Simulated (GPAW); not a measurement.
# Collinear magnetic orders of linear Fe chain, spacing 2.318 A with GPAW, part 2 of 2

A self-consistent run ends on one state, which hangs on the start. Several orders of linear Fe chain, spacing 2.318 A are started in GPAW and their energies compared.

GPAW 26.7.0; LDA; plane waves with GPAW's PAW setups, scalar-relativistic.

So far. Step 2 (Order 1, typed as ferro +): After 18 cycles the largest moment stands at 3.03 μB. Step 3 (Start 2: antiferro q=(0,0,1/2) +-): It lies 379 meV a seeded atom over the first start, and its largest moment is 2.54 μB against 3.03 μB.

**4. Run 3 (no spin polarisation)**

A run without seeds gives the energy of the state without moments.

Input file nospin.py:

```python
import json
import numpy as np
from ase import Atoms
from ase.parallel import paropen, parprint
from gpaw import GPAW

atoms = Atoms(['Fe'],
    cell=[[12.0, 0.0, 0.0],
         [0.0, 12.0, 0.0],
         [0.0, 0.0, 2.318]],
    scaled_positions=[[0.5, 0.5, 0.0]],
    pbc=True)
atoms.calc = GPAW(mode={'name': 'pw', 'ecut': 550},
    xc='LDA',
    kpts={'size': (1, 1, 12), 'gamma': True},
    occupations={'name': 'fermi-dirac', 'width': 0.05},
    convergence={'density': 1e-05, 'energy': 1e-05},
    maxiter=200,
    symmetry={'tolerance': 1e-4},
    txt='nospin.txt')
e = atoms.get_potential_energy(force_consistent=True)
res = {'free_energy': e, 'energy_sigma0': atoms.get_potential_energy(), 'fermi_energy': atoms.calc.get_fermi_level()}
parprint(f'free energy: {e:.6f} eV')
atoms.calc.write('nospin.gpw')
with paropen('results.json', 'w') as f:
    json.dump(res, f)
```

The run is started by

```sh
OMP_NUM_THREADS=1 python3 nospin.py > nospin.log
```

Numbers of over 12 decimals in the logs are rounded to 6 here.

Output:

```text
free energy: -4.918115 eV

--- nospin.txt ---
Input parameters:
  mode=PW(ecut=550),
  convergence={'density': 1e-05, 'energy': 1e-05},
  kpts=MonkhorstPack(size=(1, 1, 12), gamma=True),
  maxiter=200,
  occupations=Occupations(name='fermi-dirac', width=0.05),
  symmetry=Symmetry(tolerance=0.0001),
  xc=XC(name='LDA')

Diagonalizing LCAO Hamiltonian
Converting LCAO to pw mode
        .----------------------------.
[...]
|------------|---------------|-----------|
|          0 |        -7.927 |     2.000 |
|          1 |        -5.641 |     2.000 |
|          2 |        -5.111 |     2.000 |
|          3 |        -5.111 |     2.000 |
|          4 |        -3.792 |     0.000 |
|          5 |        -3.792 |     0.000 |
|          6 |        -2.217 |     0.000 |
|          7 |        -2.217 |     0.000 |
|          8 |         0.214 |     0.000 |

No gap
No difference between direct/indirect transitions


[key lines of the parts left out:]
Free energy:      -4.918115
Converged in 20 steps
dipole moment: (-0.000060, -0.000060, -5.630658)  # |e|*Ang
Fermi level: -4.645
```

Run time: 7 s. Hardware: 1 MPI rank of AMD EPYC 9R45, shared host; peak memory 0.23 GiB.

This step gave:

```
final state : non-magnetic (no spin polarisation)
```

It lies 1106 meV a seeded atom over the first start.

**5. An attempt with other settings**

A slip in the input shows what the program catches and what it lets pass.

Input file run.py:

```python
import json
import numpy as np
from ase import Atoms
from ase.parallel import paropen, parprint
from gpaw import GPAW

atoms = Atoms(['Fe'],
    cell=[[12.0, 0.0, 0.0],
         [0.0, 12.0, 0.0],
         [0.0, 0.0, 2.318]],
    scaled_positions=[[0.5, 0.5, 0.0]],
    pbc=True,
    magmoms=[2.8])
atoms.calc = GPAW(mode={'name': 'pw', 'ecut': 550},
    xc='LDA',
    kpts={'size': (1, 1, 12), 'gamma': True},
    occupations={'name': 'fermi-dirac', 'width': 0.05},
    convergence={'density': 1e-05, 'energy': 1e-05},
    maxiter=6,
    symmetry={'tolerance': 1e-4},
    txt='run.txt')
e = atoms.get_potential_energy(force_consistent=True)
res = {'free_energy': e, 'energy_sigma0': atoms.get_potential_energy(), 'fermi_energy': atoms.calc.get_fermi_level()}
res['moments'] = atoms.get_magnetic_moments().tolist()
res['total'] = atoms.get_magnetic_moment()
parprint('site moments (muB):', np.round(res['moments'], 3))
parprint(f"total moment: {res['total']:.3f} muB")
parprint(f'free energy: {e:.6f} eV')
atoms.calc.write('run.gpw')
with paropen('results.json', 'w') as f:
    json.dump(res, f)
```

The run is started by

```sh
OMP_NUM_THREADS=1 python3 run.py > run.log
```

Output:

```text
gpaw.KohnShamConvergenceError

--- run.txt ---
Input parameters:
  mode=PW(ecut=550),
  convergence={'density': 1e-05, 'energy': 1e-05},
  kpts=MonkhorstPack(size=(1, 1, 12), gamma=True),
  maxiter=6,
  occupations=Occupations(name='fermi-dirac', width=0.05),
  symmetry=Symmetry(tolerance=0.0001),
  xc=XC(name='LDA')

Diagonalizing LCAO Hamiltonian
Converting LCAO to pw mode
        .----------------------------.
       /|                            |
      / |                            |
     /  .----------------------------.
    /  /                            /
   /  /                            /
  /  /                            /
 *  /              Fe            /
 | /                            /
 |/                            /
 *----------------------------*

Atoms  # Å, Bohr magnetons
|   | symbol |        x |        y |        z |    initial magnetic moments |
|---|--------|----------|----------|----------|-----------------------------|
| 0 |     Fe | 6.000000 | 6.000000 | 0.000000 | ( 0.0000,  0.0000,  2.8000) |

Number of symmetries: 16

BZ-sampling:
  Number of BZ points: 12
  Number of IBZ points: 7

  Monkhorst-Pack size: [1, 1, 12]
  Monkhorst-Pack shift: [0.0, 0.0, 0.041667]

Plane wave coefficients: 9853
Cutoff: 550.0 eV

Spin-components: 2 (collinear spins)
Bands:           9
Projectors:      6
Spin-degeneracy: 1
Datatype:        complex128

Parallelization:
  kpt:    1
  domain: 1
  band:   1

Density:
  Valence electrons: 8.0
  Components: 2
  Grid points: [70 70 14]
  Charge: 0.0  # |e|

Potential:
  Grid points: [70 70 14]

[... setups left out ...]
Reference energy: -34557.939371  # eV

convergence criteria:
- Maximum integral of absolute [dens]ity change: 1e-05 electrons / valence electron
- Maximum [total energy] change in last 3 cyles: 1e-05 eV / valence electron
- Maximum integral of absolute [eigenst]ate change: 4e-08 eV^2 / valence electron
maximum number of iterations: 6

SCF iterations
|iter     |      energy | eigst |  dens |  magmom |
|---------|-------------|-------|-------|---------|
|iter:   1|       0s |   -6.776142 | +0.31 |       |  +2.8044|
|iter:   2|       0s |   -6.489503 | -0.89 | -0.61 |  +2.8216|
|iter:   3|       1s |   -5.998327 | -0.43 | -0.66 |  +2.9641|
|iter:   4|       1s |   -5.990770 | -1.48 | -1.01 |  +3.1111|
|iter:   5|       2s |   -6.000597 | -1.99 | -1.41 |  +3.2190|
|iter:   6|       3s |   -6.005037 | -2.43 | -1.72 |  +3.3955|
```

Wall time 5.2 s (1 MPI rank); peak memory 0.27 GiB.

No converged result was reached; the numbers in the log don't describe the system.

The fault put into the input: too few SCF iterations.

The limit on cycles came before convergence; raising it mends this.

**6. The states side by side**

These are free energies at a smearing of 0.05 eV, so its entropy term is in the differences. They are divided by the number of seeded atoms, so that cells of unlike size compare. Wavevectors q in the names are fractions of the reciprocal vectors of the first run's cell.

Orders:

```
                   start        final state  typed order kept  energy over the lowest (meV a seeded atom)  largest site moment (μB)  net moment (μB a primitive cell)  mesh matched  CPU time (s)
                 ferro +      ferromagnetic               yes                                           0                     3.034                             3.393           yes         11.46
antiferro q=(0,0,1/2) +-  antiferromagnetic               yes                                       379.2                     2.538                                 0           yes         84.57
    no spin polarisation       non-magnetic                 -                                        1106                         0                                 0           yes          6.91
```

**7. Results**

| Property | Result |
| --- | --- |
| lowest state found | ferromagnetic (typed ferro +) |
| largest site moment | 3.03 μB |
| next state | antiferromagnetic, 379 meV a seeded atom higher |
| energy gained by spin polarisation | 1106 meV a seeded atom |

In words: The lowest state found is ferromagnetic, reached from the start ferro +, with moments up to 3.03 μB. The next state costs 379 meV a seeded atom. Only 3 starts are shown; other collinear patterns, canted and longer-period orders are not.

[Logs and program files are shortened in this print: banners, set-up blocks, solver, clock and traceback lines can be left out without a mark of their own.]

[Logs are printed without paths, hosts, clocks, repeated set-up lines and the standing remarks that a program may print on its own settings, such as how far it seeks lower states.]

[Hosts, paths, dates, database ids (printed as entryN), source tags and the programs' standing remarks are cut or masked in the printed files.]

[Where a cell is said to come from a database of computed structures, the database is the Materials Project.]
